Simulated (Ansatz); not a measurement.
# Cl on Mo(110): change of the work function, part 2 of 3

How does Cl on the hollow site change the work function of Mo(110) as the layer fills?

Ansatz 0.2.0; plane-wave DFT, PBE, Ansatz PAW.

So far, work function, upper face (eV): step 2 (the clean slab) 4.60.

### Step 3. Adsorbate added, k-mesh 6×6×1, coverage 0.25 ML

System of this step: Cl/Mo(110). The cell holds 17 atoms: 16 Mo and 1 Cl. Its edges and angles: a = 5.456 Å, b = 5.456 Å, c = 26.782 Å, α = 90.0°, β = 90.0°, γ = 70.5°. Vacuum lies along c.

The clean slab as it ended is repeated in the plane and the adsorbate is set on one face; the cell's size fixes the coverage, and the k-mesh shrinks with it to keep the sampling density about even. Adsorbate and upper layers relax, since the dipole depends on the height.

The input, input.yaml:

```yaml
crystal:
  lattice:
    - [4.4547727214, -3.15, 0.0]
    - [4.4547727214, 3.15, 0.0]
    - [0.0, 0.0, 26.7815443352]
  atoms:
    - { symbol: Mo, position: [0.0, 0.0, 0.336052316] }
    - { symbol: Mo, position: [0.25, 0.25, 0.419221021] }
    - { symbol: Mo, position: [0.0, 0.0, 0.5032199022] }
    - { symbol: Mo, position: [0.25, 0.25, 0.5833553752] }
    - { symbol: Mo, position: [0.0, 0.5, 0.336052316] }
    - { symbol: Mo, position: [0.25, 0.75, 0.419221021] }
    - { symbol: Mo, position: [0.0, 0.5, 0.5032199022] }
    - { symbol: Mo, position: [0.25, 0.75, 0.5833553752] }
    - { symbol: Mo, position: [0.5, 0.0, 0.336052316] }
    - { symbol: Mo, position: [0.75, 0.25, 0.419221021] }
    - { symbol: Mo, position: [0.5, 0.0, 0.5032199022] }
    - { symbol: Mo, position: [0.75, 0.25, 0.5833553752] }
    - { symbol: Mo, position: [0.5, 0.5, 0.336052316] }
    - { symbol: Mo, position: [0.75, 0.75, 0.419221021] }
    - { symbol: Mo, position: [0.5, 0.5, 0.5032199022] }
    - { symbol: Mo, position: [0.75, 0.75, 0.5833553752] }
    - { symbol: Cl, position: [0.42, 0.42, 0.663947684] }
kpoints:
  mp_grid: { grid: [6, 6, 1] }
hamiltonian:
  xc: pbe
scf:
  occupations: { method: fermi_dirac, width: 0.1 }
  convergence: { dr2_threshold: 1.0e-08 }
efield:
  axis: 3
  dipole_correction: true
  ramp_position: 0.97
  ramp_width: 0.06
relax:
  f_tol: 0.02
  max_steps: 60
  constraints: [{ sites: [0, 1, 4, 5, 8, 9, 12, 13] }]
output:
  dos: { projected: true, e_range: [-8, 4] }
  write_potential: true
  write_density: true
  volumetric_format: npy
  elf: true
```

Started as:

```sh
$ ansatz run input.yaml --threads 4 --pin off --max-ram 6144MiB --backend cpu --events-out ev --progress --plain --runs-dir out
```

Numbers of over 12 decimals in the logs are rounded to 6 here.

Log:

```text
[...]
Crystal: 17 atoms, lattice volume = 751.626 Å³
Basis set: ecut = 420 eV, 14697 PW (Γ), exchange–correlation on 80×80×360 points (8 copies of the dense FFT grid, shifted against one another)
Bands: 139, of which v1, the nominal top of the filled ones, is band 116 counted from 1 (115 counted from 0)
Symmetry: 2 space group operations
[...]
k-points: 13 of 36 (time reversal used)
[...]
SCF iter   1: F=—  HF=-80368.731941 eV  |F-HF|=—  |Δ(HF+E_count)|=         —  Δρ=3.99e-3  dr2=8.66e-1  ethr=1.77e-3  p=0.028 e·Å  D=6.73e-3 V/Å  ΔV_dip=-0.18 eV  dr2_dipole=1.39e-1  V_vac-E_F(+/−)=4.62/4.80 eV  ⟨swp⟩=9.2  Hψ=8966  notcnv=0
[...]
SCF iter  10: F=-80368.712704 eV  HF=-80368.712704 eV  |F-HF|=1.01e-8  |Δ(HF+E_count)|=   2.75e-8  Δρ=4.32e-7  dr2=2.74e-9  ethr=4.33e-12  p=-0.025 e·Å  D=-6.13e-3 V/Å  ΔV_dip=0.16 eV  dr2_dipole=3.52e-10  V_vac-E_F(+/−)=4.82/4.65 eV  ⟨swp⟩=11.1  Hψ=13003  notcnv=0
SCF 1 converged in 10 iterations: F = -80368.712704 eV  dr2 = 2.74e-9
[...]
relax step   1: F+E_penalty+E_count = -80368.71270371 eV  Δ(F+E_penalty+E_count) = +0.000e0 eV  max|allowed force component| = 1.018e0 eV/Å  Δτ_max = 0.0000 Å  (10 SCF iters, accepted)
[...]
SCF iter  10: F=-80368.832972 eV  HF=-80368.832972 eV  |F-HF|=1.69e-8  |Δ(HF+E_count)|=   2.71e-8  Δρ=6.00e-7  dr2=3.47e-9  ethr=4.33e-12  p=0.022 e·Å  D=5.26e-3 V/Å  ΔV_dip=-0.14 eV  dr2_dipole=1.72e-10  V_vac-E_F(+/−)=4.51/4.65 eV  ⟨swp⟩=11.8  Hψ=14141  notcnv=0
SCF 2 converged in 10 iterations: F = -80368.832972 eV  dr2 = 3.47e-9
relax step   2: F+E_penalty+E_count = -80368.83297212 eV  Δ(F+E_penalty+E_count) = -1.203e-1 eV  max|allowed force component| = 5.478e-1 eV/Å  Δτ_max = 0.1556 Å  (10 SCF iters, accepted)
SCF iter   1: F=—  HF=-80368.916979 eV  |F-HF|=—  |Δ(HF+E_count)|=         —  Δρ=3.94e-3  dr2=2.15e-1  ethr=3.58e-4  p=0.022 e·Å  D=5.26e-3 V/Å  ΔV_dip=-0.14 eV  dr2_dipole=5.70e-2  V_vac-E_F(+/−)=4.50/4.64 eV  ⟨swp⟩=5.0  Hψ=3620  notcnv=0
[...]
SCF iter   9: F=-80368.898934 eV  HF=-80368.898934 eV  |F-HF|=1.35e-8  |Δ(HF+E_count)|=   6.73e-8  Δρ=6.11e-7  dr2=6.24e-9  ethr=4.33e-12  p=0.033 e·Å  D=8.03e-3 V/Å  ΔV_dip=-0.22 eV  dr2_dipole=1.23e-10  V_vac-E_F(+/−)=4.44/4.66 eV  ⟨swp⟩=9.1  Hψ=15141  notcnv=0
SCF 3 converged in 9 iterations: F = -80368.898934 eV  dr2 = 6.24e-9
relax step   3: F+E_penalty+E_count = -80368.89893390 eV  Δ(F+E_penalty+E_count) = -6.596e-2 eV  max|allowed force component| = 2.366e-1 eV/Å  Δτ_max = 0.0674 Å  (9 SCF iters, accepted)
[...]
relax step   4: F+E_penalty+E_count = -80368.90479656 eV  Δ(F+E_penalty+E_count) = -5.863e-3 eV  max|allowed force component| = 7.943e-2 eV/Å  Δτ_max = 0.0162 Å  (8 SCF iters, accepted)
[...]
relax step   5: F+E_penalty+E_count = -80368.90544789 eV  Δ(F+E_penalty+E_count) = -6.513e-4 eV  max|allowed force component| = 3.287e-2 eV/Å  Δτ_max = 0.0082 Å  (7 SCF iters, accepted)
SCF iter   1: F=—  HF=-80368.905587 eV  |F-HF|=—  |Δ(HF+E_count)|=         —  Δρ=2.39e-4  dr2=8.63e-4  ethr=2.06e-6  p=0.032 e·Å  D=7.67e-3 V/Å  ΔV_dip=-0.21 eV  dr2_dipole=1.11e-4  V_vac-E_F(+/−)=4.45/4.66 eV  ⟨swp⟩=2.0  Hψ=2889  notcnv=0
[...]
SCF iter   7: F=-80368.905583 eV  HF=-80368.905583 eV  |F-HF|=4.64e-9  |Δ(HF+E_count)|=   2.29e-8  Δρ=3.54e-7  dr2=1.05e-9  ethr=4.33e-12  p=0.032 e·Å  D=7.71e-3 V/Å  ΔV_dip=-0.21 eV  dr2_dipole=9.66e-13  V_vac-E_F(+/−)=4.45/4.66 eV  ⟨swp⟩=10.2  Hψ=12671  notcnv=0
SCF 6 converged in 7 iterations: F = -80368.905583 eV  dr2 = 1.05e-9
relax step   6: F+E_penalty+E_count = -80368.90558297 eV  Δ(F+E_penalty+E_count) = -1.351e-4 eV  max|allowed force component| = 4.760e-3 eV/Å  Δτ_max = 0.0058 Å  (7 SCF iters, accepted)
NSCF: frozen V_eff on 13 k-points
[...]
SCF converged after 7 iterations
Free energy (F): -80368.905583 eV
[...]
Internal energy: -80368.447491 eV  (E = F + TS)
E sigma→0 (E₀):  -80368.676537 eV
Entropy (-TS):   -0.458092 eV (-26.947 meV/atom)
Fermi energy:    4.363336 eV
Dipole field:    D = 0.007713 V/Å  (p = 0.032036 e·Å, saw-weighted, corrected)
Work function:   Φ+ = 4.4496 eV   Φ− = 4.6562 eV
[...]
--- Forces (eV/Å), atoms counted from 1 ---
  atom   1  Mo     0.01034156    -0.00000000     0.48595992
  atom   2  Mo     0.09017392     0.00000000    -0.59489420
  atom   3  Mo     0.00165041     0.00000000    -0.00475964
  atom   4  Mo     0.00221874    -0.00000000    -0.00197402
  atom   5  Mo     0.01096455    -0.03237685     0.55523995
  atom   6  Mo    -0.01805427     0.02897061    -0.39861943
  atom   7  Mo     0.00096898    -0.00176357     0.00311173
  atom   8  Mo     0.00040409     0.00122828     0.00128290
  atom   9  Mo     0.01096455     0.03237685     0.55523995
  atom  10  Mo    -0.01805427    -0.02897061    -0.39861943
  atom  11  Mo     0.00096898     0.00176357     0.00311173
  atom  12  Mo     0.00040409    -0.00122828     0.00128290
  atom  13  Mo    -0.03663035    -0.00000000     0.41846396
  atom  14  Mo    -0.05110661     0.00000000    -0.62262127
  atom  15  Mo    -0.00354907     0.00000000     0.00131915
  atom  16  Mo     0.00099828    -0.00000000    -0.00351964
  atom  17  Cl    -0.00266469    -0.00000000     0.00000427
  max |Σ_I F_I| component: 8.85e-6 eV/Å
--- Band table (eV; the first three rows and the last of 13) ---
  k-point 0: bands = [... 112 lower, 4.9628, 5.0851, 5.2695, 5.2787, 5.4112, 5.5099, 5.5220, 5.5323, ... 19 higher]
  k-point 1: bands = [... 112 lower, 4.7634, 4.8298, 4.9979, 5.0280, 5.0924, 5.2837, 5.3606, 5.3961, ... 19 higher]
  k-point 2: bands = [... 112 lower, 3.9768, 4.0784, 4.2389, 4.4203, 4.6645, 4.8380, 4.9340, 5.1168, ... 19 higher]
  k-point 12: bands = [... 112 lower, 3.6369, 3.6491, 3.6744, 3.6974, 3.7725, 3.8404, 3.9660, 4.1692, ... 19 higher]
--- Relaxed structure (6 steps of the walk, 6 accepted, 0 SCFs on fresh bases) ---
  F+E_penalty+E_count = -80368.90558297 eV   max|allowed force component| = 4.760e-3 eV/Å
  atoms:
    - { symbol: Mo, position: [0.0, 0.0, 0.336052] }
    - { symbol: Mo, position: [0.25, 0.25, 0.419221] }
    - { symbol: Mo, position: [0.00241101, 0.00241101, 0.501755] }
    - { symbol: Mo, position: [0.237759, 0.237759, 0.585508] }
    - { symbol: Mo, position: [2.7755575615628914e-17, 0.5, 0.336052] }
    - { symbol: Mo, position: [0.250000, 0.75, 0.419221] }
    - { symbol: Mo, position: [0.00144664, 0.499699, 0.503822] }
    - { symbol: Mo, position: [0.257321, 0.751450, 0.584745] }
    - { symbol: Mo, position: [0.5, 2.7755575615628914e-17, 0.336052] }
    - { symbol: Mo, position: [0.75, 0.250000, 0.419221] }
    - { symbol: Mo, position: [0.499699, 0.00144664, 0.503822] }
    - { symbol: Mo, position: [0.751450, 0.257321, 0.584745] }
    - { symbol: Mo, position: [0.5, 0.5, 0.336052] }
    - { symbol: Mo, position: [0.75, 0.75, 0.419221] }
    - { symbol: Mo, position: [0.499431, 0.499431, 0.503174] }
    - { symbol: Mo, position: [0.757991, 0.757991, 0.581794] }
    - { symbol: Cl, position: [0.418058, 0.418058, 0.656811] }
```

Elapsed: 3.5 min, on 4 threads of Arm Neoverse V2, shared host; peak memory 2.9 GiB; 13 min of CPU time.

This run has no spin polarisation although its electron count is odd.

Relaxation path:

| step | energy less that of the first step (eV) | largest force component (eV/Å) |
| --- | --- | --- |
| 1 | 0.0000 | 1.0184 |
| 2 | -0.1203 | 0.5478 |
| 3 | -0.1862 | 0.2366 |
| 4 | -0.1921 | 0.0794 |
| 5 | -0.1927 | 0.0329 |
| 6 | -0.1929 | 0.0048 |

Forces are held to the 2 operations that the run works with; a distortion that breaks them can't arise in this run.

The atoms that moved most (Å):

| atom | dx | dy | dz | length |
| --- | --- | --- | --- | --- |
| Cl17 | -0.017 | 0.000 | -0.191 | 0.192 |
| Mo4 | -0.109 | 0.000 | 0.058 | 0.123 |
| Mo16 | 0.071 | 0.000 | -0.042 | 0.083 |
| Mo12 | 0.039 | 0.018 | 0.037 | 0.057 |
| Mo8 | 0.039 | -0.018 | 0.037 | 0.057 |
| Mo3 | 0.021 | 0.000 | -0.039 | 0.045 |
| Mo11 | 0.005 | 0.006 | 0.016 | 0.018 |
| Mo7 | 0.005 | -0.006 | 0.016 | 0.018 |

Final coordinates:

```xyz
17
Lattice="4.4548 -3.1500 0.0000 4.4548 3.1500 0.0000 0.0000 0.0000 26.7815" Properties=species:S:1:pos:R:3
Mo    0.0000    0.0000    9.0000
Mo    2.2274    0.0000   11.2274
Mo    0.0215    0.0000   13.4378
Mo    2.1183    0.0000   15.6808
Mo    2.2274    1.5750    9.0000
Mo    4.4548    1.5750   11.2274
Mo    2.2325    1.5695   13.4931
Mo    4.4938    1.5565   15.6604
Mo    2.2274   -1.5750    9.0000
Mo    4.4548   -1.5750   11.2274
Mo    2.2325   -1.5695   13.4931
Mo    4.4938   -1.5565   15.6604
Mo    4.4548    0.0000    9.0000
Mo    6.6822    0.0000   11.2274
Mo    4.4497    0.0000   13.4758
Mo    6.7534    0.0000   15.5814
Cl    3.7247    0.0000   17.5904
```

Numbers from this step:

| Quantity | Value |
| --- | --- |
| energy at zero smearing | -80368.6765 eV |
| work function, upper face | 4.450 eV |
| work function, lower face | 4.656 eV |
| dipole along the normal | 0.03204 e·Å |
| step between the vacuum levels | -0.2066 eV |

Running mean over 2.227 Å of the planar mean; the ramp of the sawtooth is left out. Electron's electrostatic potential energy less the Fermi level against z:

z (Å), electron's electrostatic potential energy less the Fermi level (eV) and a bar from the least value:
```
        4        4.7 ##############################
        5        4.6 ##############################
        6        4.5 ##############################
        7        3.2 ############################
        8       -6.0 ############
        9      -12.4 #
       10      -12.7 #
       11      -12.9 #
       12      -12.7 #
       13      -12.8 #
       14      -13.2 
       15      -13.2 
       16      -12.1 ##
       17       -3.9 ################
       18        1.7 #########################
       19        3.7 ############################
       20        4.4 ##############################
       21        4.4 ##############################
       22        4.4 ##############################
       23        4.4 ##############################
```

The density of states has structure finer than the step of the table below, so its rows give means over 0.25 eV, whole bins alone (the curve runs from -8 to 1.41 eV). Peaks (eV: height): -3.820: 28.9, -3.190: 31.0, -2.920: 31.1, -2.740: 29.8, -2.530: 27.9, -1.650: 27.1, 1.200: 27.2.

Density of states against energy, zero at the Fermi level; means over each step:

energy (eV), density of states (states/eV a cell) and a bar:
```
    -7.00        0.0 
    -6.75        0.6 #
    -6.50        1.2 ##
    -6.25        3.0 ####
    -6.00        5.3 #######
    -5.75        3.4 ####
    -5.50       13.1 ################
    -5.25        4.1 #####
    -5.00        6.5 ########
    -4.75       14.3 ##################
    -4.50       17.3 ######################
    -4.25       17.0 #####################
    -4.00       17.6 ######################
    -3.75       24.2 ##############################
    -3.50       19.5 ########################
    -3.25       21.9 ###########################
    -3.00       23.4 #############################
    -2.75       23.8 ##############################
    -2.50       19.0 ########################
    -2.25       21.8 ###########################
    -2.00       19.6 ########################
    -1.75       23.4 #############################
    -1.50       23.1 #############################
    -1.25       17.8 ######################
    -1.00       14.9 ###################
    -0.75       12.6 ################
    -0.50       13.5 #################
    -0.25       12.7 ################
     0.00       14.1 #################
     0.25       16.3 ####################
     0.50       19.5 ########################
     0.75       21.0 ##########################
     1.00       23.6 #############################
     1.25       23.4 #############################
```

Projected DOS per atom over height of the atomic layer and energy from the Fermi level. Layers: Mo4 Mo4 Mo4 Mo4 Cl from below.

Values in states/eV, 22 rows by 5 columns, each cell a mean:
```
1.4 1.6 1.5 1.4 0.2
1.4 1.2 1.2 1.3 0.1
1.4 0.9 0.8 1.1 0.1
1.1 0.5 0.5 1.0 0.1
1.2 0.5 0.5 0.9 0.1
1.3 0.6 0.6 1.2 0.1
1.8 0.9 0.9 1.4 0.1
1.5 1.2 1.2 1.5 0.2
1.4 1.2 1.2 1.4 0.2
1.4 1.5 1.4 1.3 0.2
1.1 1.7 1.8 1.1 0.3
1.2 1.3 1.3 1.2 0.4
1.1 1.4 1.3 1.1 0.3
0.6 1.5 1.5 0.6 0.3
0.4 1.1 1.2 0.4 0.3
0.1 0.3 0.3 0.2 2.1
0.0 0.1 0.2 0.5 4.6
0.0 0.1 0.1 0.3 2.7
0.0 0.1 0.1 0.1 0.3
0.0 0.0 0.0 0.0 0.0
0.0 0.0 0.0 0.0 0.0
0.0 0.0 0.0 0.0 0.0
```
Columns: height of the atomic layer (Å) from 9 to 17.6 (not evenly spaced); rows upwards: energy from the Fermi level (eV) from -7.96 to 1.34.

Valence density in the ca plane at fractional y = 0.000, with atoms of Mo within 0.2 Å of it. It is the smooth field of the valence electrons, not physical close to the nuclei.

Values in e/Å³, 8 rows by 16 columns, each cell a mean:
```
4.4 0.9 0.3 0.3 3.0 2.6 0.3 0.2 0.1 0.0 0.0 0.0 0.0 0.0 0.0 0.0
0.6 0.3 0.3 0.3 0.5 0.4 0.3 0.3 0.1 0.0 0.0 0.0 0.0 0.0 0.0 0.0
1.2 0.4 0.3 0.3 0.8 0.8 0.3 0.3 0.1 0.0 0.0 0.0 0.0 0.0 0.0 0.0
5.5 1.1 0.3 0.3 3.7 3.7 0.3 0.2 0.1 0.0 0.0 0.0 0.0 0.0 0.0 0.0
4.4 0.9 0.3 0.3 2.9 2.9 0.3 0.3 0.1 0.0 0.0 0.0 0.0 0.0 0.0 0.0
0.6 0.3 0.3 0.3 0.5 0.5 0.3 0.4 0.1 0.0 0.0 0.0 0.0 0.0 0.0 0.0
1.2 0.4 0.3 0.3 0.9 0.8 0.3 0.3 0.1 0.0 0.0 0.0 0.0 0.0 0.0 0.0
5.5 1.1 0.3 0.3 4.0 3.4 0.3 0.2 0.1 0.0 0.0 0.0 0.0 0.0 0.0 0.0
```
Columns run along c (16.0 Å, from fractional 0.32 to 0.92 of the cell), rows up along a (5.5 Å). Atoms in or near the plane, at fractional coordinates: Mo at (0.34, 0.00), Mo at (0.50, 0.00), Mo at (0.34, 0.50), Mo at (0.50, 0.50).

ELF in the ca plane at fractional y = 0.000, with atoms of Mo within 0.2 Å of it. It is the smooth field of the valence electrons, not physical close to the nuclei.

Ten even steps from '0' (0.00) to '9' (0.72), each cell a mean:
```
98963554553698973454556542100000000000000000
89744543453379843544455532000000000000000000
45335544455334335544555431000000000000000000
44346544456543345544555420000000000000000000
45335544455334434544454310000000000000000000
89744543454379853443444210000000000000000000
98963554553698983454454210000000000000000000
85974654553796794454555310000000000000000000
99953543453499973444455410000000000000000000
67534543454347634544455421000000000000000000
44345544456444346644455531000000000000000000
44345544456434346654455532000000000000000000
67534543454357634654456542100000000000000000
99953544453599963554456542100000000000000000
85974654553895883455566542100000000000000000
```
Columns run along c (16.0 Å, from fractional 0.32 to 0.92 of the cell), rows up along a (5.5 Å). Atoms in or near the plane, at fractional coordinates: Mo at (0.34, 0.00), Mo at (0.50, 0.00), Mo at (0.34, 0.50), Mo at (0.50, 0.50).

Electrostatic potential energy in the ca plane at fractional y = 0.000, with atoms of Mo within 0.2 Å of it. With pseudopotentials it is smooth inside the atoms' cores, unlike the true potential.

Ten even steps from '0' (-69 eV) to '9' (9 eV), each cell a mean:
```
00158999998510048999999999999999999999999999
33479999999743468999999999999999999999999999
77889998999987789999999999999999999999999999
88999998999998899998999999999999999999999999
77889998999987789998999999999999999999999999
32479999999742368999999999999999999999999999
00158999998510037999999999999999999999999999
00048999998500027999999999999999999999999999
10268999999620148999999999999999999999999999
65689999999865679998999999999999999999999999
88899998999988899998899999999999999999999999
88899998999988899998899999999999999999999999
65689999999865579999999999999999999999999999
10268999998620158999999999999999999999999999
00048999998400037999999999999999999999999999
```
Columns run along c (16.0 Å, from fractional 0.32 to 0.92 of the cell; values clipped at the 3rd and 97th percentile), rows up along a (5.5 Å). Atoms in or near the plane, at fractional coordinates: Mo at (0.34, 0.00), Mo at (0.50, 0.00), Mo at (0.34, 0.50), Mo at (0.50, 0.50).

The relaxation took 6 steps and lowered the energy by 0.19 eV; the largest force on the free atoms ends at 0.0048 eV/Å.

By hand: a sheet of dipoles makes a step −p/(ε₀A) in the electron's potential. With e/ε₀ = 180.95 V·Å, p = 0.03204 e·Å and A = 28.07 Å², that is −180.95 × (0.03204) / 28.07 = -0.207 eV, and the two vacuum levels of the run differ by -0.207 eV.

The covered face has 4.45 eV, -0.15 eV against the clean one; the bare back face has moved by -0.04 eV, a measure of how thin the slab is.

[end of part 2 of 3]

[Logs are printed without paths, hosts, clocks, repeated set-up lines and the standing remarks that a program may print on its own settings, such as how far it seeks lower states.]

[Hosts, paths, dates, database ids (printed as entryN), source tags and the programs' standing remarks are cut or masked in the printed files.]

[Maps of the electrostatic potential energy from Ansatz leave out the sawtooth potential of an applied field or a dipole correction, so their vacuum need not be flat; planar profiles and work functions include it.]

[The density of states shown here was stored with 400 of the rows of the run's finer table, so its peaks can read low, often by over a quarter, or be missed, and its means over a window can be off by a tenth or more.]
